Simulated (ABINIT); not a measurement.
**Beyond one shot: SiO2 (Stishovite)**

Aim: iterate the self-energy on SiO2 (Stishovite) and follow the gap from cycle to cycle.

Main program and level: ABINIT 10.8.3; LDA and many-body steps on it, plane waves.

Report form: the programs' logs are mostly left out.

## (1) Set-up

It takes space group P4_2/mnm (No. 136, tetragonal). Conventional cell: a = 4.177 Å, b = 4.177 Å, c = 2.665 Å, α = 90.00°, β = 90.00°, γ = 90.00°. Si has 6 O at 1.76 to 1.81 Å nearest. Nearest to O lie 3 Si at 1.76 to 1.81 Å. Farther neighbours and most contacts between anions are not listed.

Structure file:

```cif
data_structure
_symmetry_space_group_name_H-M 'P4_2/mnm'
_symmetry_Int_Tables_number 136
_cell_length_a 4.1773
_cell_length_b 4.1773
_cell_length_c 2.6652
_cell_angle_alpha 90.000
_cell_angle_beta 90.000
_cell_angle_gamma 90.000
_cell_volume 46.51
loop_
_atom_site_label
_atom_site_type_symbol
_atom_site_symmetry_multiplicity
_atom_site_Wyckoff_symbol
_atom_site_fract_x
_atom_site_fract_y
_atom_site_fract_z
_atom_site_occupancy
Si1 Si 2 a 0.00000 0.00000 0.00000 1
O1 O 4 f 0.30590 0.30590 0.00000 1
```

The cell and positions come from the Crystallography Open Database and are kept as given unless a step says otherwise.

## (2) Empty states on the mesh, 4×4×4 mesh, 164 bands

This step: ABINIT 10.8.3; DFT, LDA, plane waves, norm-conserving pseudopotentials.

The sums over transitions need many empty states on a uniform mesh; this step solves for them.

run.abi reads:

```
acell 3*1.0 Angstrom
rprim 
  4.177300000000 0.000000000000 0.000000000000
  0.000000000000 4.177300000000 0.000000000000
  0.000000000000 0.000000000000 2.665200000000
ntypat 2
znucl 14 8
natom 6
typat 1 1 2 2 2 2
xred 
  0.000000000000 0.000000000000 0.000000000000
  0.500000000000 0.500000000000 0.500000000000
  0.305900000000 0.305900000000 0.000000000000
  0.194100000000 0.805900000000 0.500000000000
  0.694100000000 0.694100000000 0.000000000000
  0.805900000000 0.194100000000 0.500000000000
pp_dirpath "pseudos"
pseudos "Si.upf, O.upf"
ecut 36
ngkpt 4 4 4
nshiftk 1
shiftk 0 0 0
kptopt 1
chksymbreak 0
irdden 1
istwfk *1
nband 164
prtvol 0
optdriver 6
gwr_task "HDIAGO"
paral_kgb 0
occopt 1
indata_prefix "in"
outdata_prefix "out"
tmpdata_prefix "tmp"
```

The run is started by

```sh
> OMP_NUM_THREADS=1 mpirun -n 4 abinit run.abi > log
```

Elapsed: 2.3 min, on 4 MPI ranks of Arm Neoverse V1, shared host; peak memory 2.5 GiB.

This step gave:

- gap: 5.665 eV
- k of the valence top: 0, 0, 0
- k of the conduction bottom: 0, 0, 0
- least direct gap: 5.665 eV
- k points computed: 18
- lowest point of the top converged band, above the valence top: 106.2432 eV

On this mesh the gap is 5.665 eV.

The density comes from a self-consistent run that is not shown.

## (3) Screening, 4×4×4 mesh, 156 bands, screening to 179.6 eV

The RPA dielectric matrix is built and inverted for each q.

This step: RPA screening on LDA, plane waves, norm-conserving pseudopotentials.

Edit run.abi of step 2 so:

```diff
@@ -24,10 +24,11 @@
 chksymbreak 0
-irdden 1
 istwfk *1
-nband 164
-prtvol 0
-optdriver 6
-gwr_task "HDIAGO"
-paral_kgb 0
 occopt 1
+irdwfk 1
+optdriver 3
+nband 156
+ecuteps 6.6
+inclvkb 2
+awtr 1
+symchi 1
 indata_prefix "in"
```

Run time: 2.7 min. Hardware: 4 MPI ranks; peak memory 1.7 GiB; 11 min of CPU time.

This step gave:

| Quantity | Value |
| --- | --- |
| ε∞ with local fields, on this mesh, along the program's q direction | 3.434 |
| the same without local fields | 3.706 |
| plasma frequency | 30.80 eV |
| plane waves in the screening matrix | 265 |

Local fields lower ε∞ by 7 %. On a Γ-centred mesh this coarse the value itself is usually too large, while a short band sum pulls it down.

## (4) G0W0

The self-energy is evaluated for the states that the input lists, and the levels follow from it, in one-shot runs by the linearised quasiparticle equation.

This step: G0W0 on LDA, plane waves, norm-conserving pseudopotentials.

Edit run.abi of step 3 so:

```diff
@@ -27,8 +27,25 @@
 irdwfk 1
-optdriver 3
+optdriver 4
 nband 156
+gwcalctyp 0
+ecutsigx 36
+symsigma 1
+nkptgw 6
+kptgw 
+  0.0000000000 0.0000000000 0.0000000000
+  0.5000000000 0.0000000000 0.0000000000
+  0.5000000000 0.5000000000 0.0000000000
+  0.0000000000 0.0000000000 0.5000000000
+  0.5000000000 0.0000000000 0.5000000000
+  0.5000000000 0.5000000000 0.5000000000
+bdgw 
+  14 18
+  15 18
+  15 18
+  15 18
+  15 18
+  15 18
 ecuteps 6.6
-inclvkb 2
-awtr 1
-symchi 1
+irdscr 1
+ppmodel 1
 indata_prefix "in"
```

Elapsed: 72 s, on 4 MPI ranks; peak memory 1.6 GiB; 4.8 min of CPU time.

Numbers from this step:

* G0W0 gap on the mesh: 8.188 eV
* starting gap on the mesh: 5.665 eV
* k of the valence top: 0, 0, 0
* k of the conduction bottom: 0, 0, 0
* Z at the valence top: 0.818
* Z at the conduction bottom: 0.845
* least direct G0W0 gap on the computed points: 8.188 eV

The gap on the mesh goes from 5.66 eV to 8.19 eV, a correction of +2.52 eV.

## (5) evGW0, cycle 1

This step: evGW0 on LDA, plane waves, norm-conserving pseudopotentials.

Edit run.abi of step 4 so:

```diff
@@ -29,20 +29,44 @@
 nband 156
-gwcalctyp 0
+gwcalctyp 10
 ecutsigx 36
 symsigma 1
-nkptgw 6
+nkptgw 18
 kptgw 
   0.0000000000 0.0000000000 0.0000000000
+  0.2500000000 0.0000000000 0.0000000000
   0.5000000000 0.0000000000 0.0000000000
+  0.2500000000 0.2500000000 0.0000000000
+  0.5000000000 0.2500000000 0.0000000000
   0.5000000000 0.5000000000 0.0000000000
+  0.0000000000 0.0000000000 0.2500000000
+  0.2500000000 0.0000000000 0.2500000000
+  0.5000000000 0.0000000000 0.2500000000
+  0.2500000000 0.2500000000 0.2500000000
+  0.5000000000 0.2500000000 0.2500000000
+  0.5000000000 0.5000000000 0.2500000000
   0.0000000000 0.0000000000 0.5000000000
+  0.2500000000 0.0000000000 0.5000000000
   0.5000000000 0.0000000000 0.5000000000
+  0.2500000000 0.2500000000 0.5000000000
+  0.5000000000 0.2500000000 0.5000000000
   0.5000000000 0.5000000000 0.5000000000
 bdgw 
-  14 18
-  15 18
-  15 18
-  15 18
-  15 18
-  15 18
+  5 22
+  5 22
+  5 22
+  5 22
+  5 22
+  5 22
+  5 22
+  5 22
+  5 22
+  5 22
+  5 22
+  5 22
+  5 22
+  5 22
+  5 22
+  5 22
+  5 22
+  5 22
 ecuteps 6.6
```

Wall time 22 min (4 MPI ranks); peak memory 2.4 GiB; 88 min of CPU time.

Numbers from this step:

```yaml
quasiparticle_gap_on_the_mesh: 8.698 eV
gap_of_the_density_functional_on_the_mesh: 5.665 eV
k_of_the_valence_top: 0, 0, 0
k_of_the_conduction_bottom: 0, 0, 0
z_at_the_valence_top: 0.818
z_at_the_conduction_bottom: 0.845
least_direct_quasiparticle_gap_on_the_computed_points: 8.698 eV
```

Against G0W0 in ABINIT (4×4×4 mesh, 156 bands, screening to 179.6 eV, Godby-Needs plasmon pole), the gap moves by +0.510 eV. This first cycle still uses the starting levels; it takes the full correction, at all points of the mesh, and its linearised value is 8.188 eV.

## (6) evGW0, cycle 2

The corrected levels of the last cycle go back in.

Edit run.abi of step 5 so:

```diff
@@ -74,2 +74,3 @@
 ppmodel 1
+irdqps 1
 indata_prefix "in"
```

Wall time 22 min (4 MPI ranks); peak memory 2.4 GiB.

Numbers from this step:

- quasiparticle gap on the mesh: 8.54 eV
- gap of the density functional on the mesh: 5.665 eV
- k of the valence top: 0, 0, 0
- k of the conduction bottom: 0, 0, 0
- least direct quasiparticle gap on the computed points: 8.54 eV

Against the cycle before, the gap moves by −0.158 eV.

## (7) evGW0, cycle 3

run.abi is that of step 6.

It took 22 min on 4 MPI ranks; peak memory 2.4 GiB.

Numbers from this step:

| Item | Value |
| --- | --- |
| quasiparticle gap on the mesh | 8.543 eV |
| gap of the density functional on the mesh | 5.665 eV |
| k of the valence top | 0, 0, 0 |
| k of the conduction bottom | 0, 0, 0 |
| least direct quasiparticle gap on the computed points | 8.543 eV |

Against the cycle before, the gap moves by +0.003 eV.

## (8) Screening, 4×4×4 mesh, 156 bands, screening to 179.6 eV

This step: RPA screening on LDA, plane waves, norm-conserving pseudopotentials.

run.abi reads:

```
acell 3*1.0 Angstrom
rprim 
  4.177300000000 0.000000000000 0.000000000000
  0.000000000000 4.177300000000 0.000000000000
  0.000000000000 0.000000000000 2.665200000000
ntypat 2
znucl 14 8
natom 6
typat 1 1 2 2 2 2
xred 
  0.000000000000 0.000000000000 0.000000000000
  0.500000000000 0.500000000000 0.500000000000
  0.305900000000 0.305900000000 0.000000000000
  0.194100000000 0.805900000000 0.500000000000
  0.694100000000 0.694100000000 0.000000000000
  0.805900000000 0.194100000000 0.500000000000
pp_dirpath "pseudos"
pseudos "Si.upf, O.upf"
ecut 36
ngkpt 4 4 4
nshiftk 1
shiftk 0 0 0
kptopt 1
chksymbreak 0
istwfk *1
occopt 1
irdwfk 1
optdriver 3
nband 156
ecuteps 6.6
inclvkb 2
awtr 1
symchi 1
gwcalctyp 10
mbpt_sciss 3.364 eV
nqptdm 1
qptdm 
  0 0 0
indata_prefix "in"
outdata_prefix "out"
tmpdata_prefix "tmp"
```

Wall time 32 s (4 MPI ranks); peak memory 1.6 GiB; 2.1 min of CPU time.

This step gave:

* ε∞ with local fields, on this mesh, along the program's q direction: 2.988
* the same without local fields: 3.185
* plasma frequency: 30.80 eV
* plane waves in the screening matrix: 265

This screening uses the functional's bands under a rigid shift, the mean opening of the cycle before.

## (9) Screening, 4×4×4 mesh, 156 bands, screening to 179.6 eV

This step: RPA screening on LDA from quasiparticle energies, plane waves, norm-conserving pseudopotentials.

Edit run.abi of step 8 so:

```diff
@@ -33,7 +33,23 @@
 symchi 1
+irdqps 1
 gwcalctyp 10
-mbpt_sciss 3.364 eV
-nqptdm 1
+nqptdm 17
 qptdm 
-  0 0 0
+  0.2500000000 0.0000000000 0.0000000000
+  0.5000000000 0.0000000000 0.0000000000
+  0.2500000000 0.2500000000 0.0000000000
+  0.5000000000 0.2500000000 0.0000000000
+  0.5000000000 0.5000000000 0.0000000000
+  0.0000000000 0.0000000000 0.2500000000
+  0.2500000000 0.0000000000 0.2500000000
+  0.5000000000 0.0000000000 0.2500000000
+  0.2500000000 0.2500000000 0.2500000000
+  0.5000000000 0.2500000000 0.2500000000
+  0.5000000000 0.5000000000 0.2500000000
+  0.0000000000 0.0000000000 0.5000000000
+  0.2500000000 0.0000000000 0.5000000000
+  0.5000000000 0.0000000000 0.5000000000
+  0.2500000000 0.2500000000 0.5000000000
+  0.5000000000 0.2500000000 0.5000000000
+  0.5000000000 0.5000000000 0.5000000000
 indata_prefix "in"
```

mrgscr.stdin reads:

```
2
merged
q0_SCR
out_SCR
1
```

The run is started by

```sh
> OMP_NUM_THREADS=1 mpirun -n 4 abinit run.abi > log; mrgscr < mrgscr.stdin
```

It took 2.3 min on 4 MPI ranks; peak memory 1.6 GiB; 9 min of CPU time.

This step gave:

| Item | Value |
| --- | --- |
| plasma frequency | 30.80 eV |
| plane waves in the screening matrix | 265 |

This screening reads the quasiparticle levels of the cycle before.

## (10) evGW, cycle 1

This step: evGW on LDA, plane waves, norm-conserving pseudopotentials.

Edit run.abi of step 9 so:

```diff
@@ -27,12 +27,10 @@
 irdwfk 1
-optdriver 3
+optdriver 4
 nband 156
-ecuteps 6.6
-inclvkb 2
-awtr 1
-symchi 1
-irdqps 1
 gwcalctyp 10
-nqptdm 17
-qptdm 
+ecutsigx 36
+symsigma 1
+nkptgw 18
+kptgw 
+  0.0000000000 0.0000000000 0.0000000000
   0.2500000000 0.0000000000 0.0000000000
@@ -54,2 +52,25 @@
   0.5000000000 0.5000000000 0.5000000000
+bdgw 
+  5 22
+  5 22
+  5 22
+  5 22
+  5 22
+  5 22
+  5 22
+  5 22
+  5 22
+  5 22
+  5 22
+  5 22
+  5 22
+  5 22
+  5 22
+  5 22
+  5 22
+  5 22
+ecuteps 6.6
+irdscr 1
+ppmodel 1
+irdqps 1
 indata_prefix "in"
```

The run is started by

```sh
> OMP_NUM_THREADS=1 mpirun -n 4 abinit run.abi > log
```

Run time: 22 min. Hardware: 4 MPI ranks; peak memory 2.4 GiB; 88 min of CPU time.

Numbers from this step:

- quasiparticle gap on the mesh: 9.033 eV
- gap of the density functional on the mesh: 5.665 eV
- k of the valence top: 0, 0, 0
- k of the conduction bottom: 0, 0, 0
- least direct quasiparticle gap on the computed points: 9.033 eV

Against G0W0 in ABINIT (4×4×4 mesh, 156 bands, screening to 179.6 eV, Godby-Needs plasmon pole), the gap moves by +0.845 eV.

## (11) Screening, 4×4×4 mesh, 156 bands, screening to 179.6 eV

This step: RPA screening on LDA, plane waves, norm-conserving pseudopotentials.

run.abi reads:

```
acell 3*1.0 Angstrom
rprim 
  4.177300000000 0.000000000000 0.000000000000
  0.000000000000 4.177300000000 0.000000000000
  0.000000000000 0.000000000000 2.665200000000
ntypat 2
znucl 14 8
natom 6
typat 1 1 2 2 2 2
xred 
  0.000000000000 0.000000000000 0.000000000000
  0.500000000000 0.500000000000 0.500000000000
  0.305900000000 0.305900000000 0.000000000000
  0.194100000000 0.805900000000 0.500000000000
  0.694100000000 0.694100000000 0.000000000000
  0.805900000000 0.194100000000 0.500000000000
pp_dirpath "pseudos"
pseudos "Si.upf, O.upf"
ecut 36
ngkpt 4 4 4
nshiftk 1
shiftk 0 0 0
kptopt 1
chksymbreak 0
istwfk *1
occopt 1
irdwfk 1
optdriver 3
nband 156
ecuteps 6.6
inclvkb 2
awtr 1
symchi 1
gwcalctyp 10
mbpt_sciss 3.885 eV
nqptdm 1
qptdm 
  0 0 0
indata_prefix "in"
outdata_prefix "out"
tmpdata_prefix "tmp"
```

Wall time 32 s (4 MPI ranks); peak memory 1.6 GiB.

Numbers from this step:

```
ε∞ with local fields, on this mesh, along the program's q direction : 2.934
the same without local fields                                       : 3.123
plasma frequency                                                    : 30.80 eV
plane waves in the screening matrix                                 : 265
```

This screening uses the functional's bands under a rigid shift, the mean opening of the cycle before.

## (12) Screening, 4×4×4 mesh, 156 bands, screening to 179.6 eV

This step: RPA screening on LDA from quasiparticle energies, plane waves, norm-conserving pseudopotentials.

Edit run.abi of step 11 so:

```diff
@@ -33,7 +33,23 @@
 symchi 1
+irdqps 1
 gwcalctyp 10
-mbpt_sciss 3.885 eV
-nqptdm 1
+nqptdm 17
 qptdm 
-  0 0 0
+  0.2500000000 0.0000000000 0.0000000000
+  0.5000000000 0.0000000000 0.0000000000
+  0.2500000000 0.2500000000 0.0000000000
+  0.5000000000 0.2500000000 0.0000000000
+  0.5000000000 0.5000000000 0.0000000000
+  0.0000000000 0.0000000000 0.2500000000
+  0.2500000000 0.0000000000 0.2500000000
+  0.5000000000 0.0000000000 0.2500000000
+  0.2500000000 0.2500000000 0.2500000000
+  0.5000000000 0.2500000000 0.2500000000
+  0.5000000000 0.5000000000 0.2500000000
+  0.0000000000 0.0000000000 0.5000000000
+  0.2500000000 0.0000000000 0.5000000000
+  0.5000000000 0.0000000000 0.5000000000
+  0.2500000000 0.2500000000 0.5000000000
+  0.5000000000 0.2500000000 0.5000000000
+  0.5000000000 0.5000000000 0.5000000000
 indata_prefix "in"
```

mrgscr.stdin is that of step 9.

The run is started by

```sh
> OMP_NUM_THREADS=1 mpirun -n 4 abinit run.abi > log; mrgscr < mrgscr.stdin
```

Wall time 2.2 min (4 MPI ranks); peak memory 1.6 GiB.

This step gave:

```
plasma frequency                    : 30.80 eV
plane waves in the screening matrix : 265
```

This screening reads the quasiparticle levels of the cycle before.

[end of part 1 of 2]

[Paths, hosts, dates, memory and timing lines, banners, echoed tables and standing remarks are left out of the program output.]

[Logs are printed without paths, hosts, clocks, repeated set-up lines and the standing remarks that a program may print on its own settings, such as how far it seeks lower states.]

[Runs of the session that timed out or met a known fault of the program may be left out.]

[Hosts, paths, dates, database ids (printed as entryN), source tags and the programs' standing remarks are cut or masked in the printed files.]

[G0W0 gaps are taken among the corrected bands and points alone; a level outside them can change the order at an edge.]

[Where Ansatz stands beside ABINIT at settings called matched, ABINIT's density can come from a denser mesh and the files from another edition; pairs whose starting gaps differed by over 0.03 eV were left out, so agreement reads better than it is.]
